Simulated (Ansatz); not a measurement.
The compound is CaVO3 (cubic perovskite) (Pm-3m).

The structure was built from a prototype and need not be the compound's stable phase.

The structure is cubic, space group Pm-3m (No. 221). Conventional cell: a = 3.717 Å, b = 3.717 Å, c = 3.717 Å, α = 90.00°, β = 90.00°, γ = 90.00°. Nearest to Ca lie 12 O at 2.63 Å. V has 6 O at 1.86 Å nearest. Nearest to O lie 2 V at 1.86 Å and 4 Ca at 2.63 Å. Farther neighbours and most contacts between anions are not listed.

```xyz
5
Lattice="0.0000 -3.7169 0.0000 0.0000 0.0000 3.7169 -3.7169 0.0000 0.0000" Properties=species:S:1:pos:R:3 pbc="T T T"
Ca    0.0000    0.0000    0.0000
V    -1.8584   -1.8584    1.8584
O     0.0000   -1.8584    1.8584
O    -1.8584   -1.8584    0.0000
O    -1.8584    0.0000    1.8584
```

The structure was relaxed with LDA. The structure type comes from a generator and need not be one that this composition takes. The structure was generated from a model, not taken from a measurement. The runs that relaxed it are not among those shown. The program's search for lower electronic states was switched off, so nothing shows that the state found is the lowest. PAW set soft_2, made with PBE.

A constrained-RPA run (Ansatz 0.2.0; non-magnetic LDA; V t2g, bands v1 to c2, 6×6×6 mesh, medium accuracy) builds 3 functions on bands 2.9 eV wide, with 1.0 electrons in the window. The bare on-site interaction is 16.0 eV and the bare J 0.55 eV.

Estimate U, U′ and J.

On the V t2g shell, U = 3.33 eV (21 % of the bare value), U′ = 2.48 eV, J = 0.41 eV.

The parent state is non-magnetic and the interaction static (zero frequency); U depends on the window and the orbitals, so it belongs to this model alone.

[Paths, hosts, dates, memory and timing lines, banners, echoed tables and standing remarks are left out of the program output.]

[Logs are printed without paths, hosts, clocks, repeated set-up lines and the standing remarks that a program may print on its own settings, such as how far it seeks lower states.]

[Runs of the session that timed out or met a known fault of the program may be left out.]

[Hosts, paths, dates, database ids (printed as entryN), source tags and the programs' standing remarks are cut or masked in the printed files.]
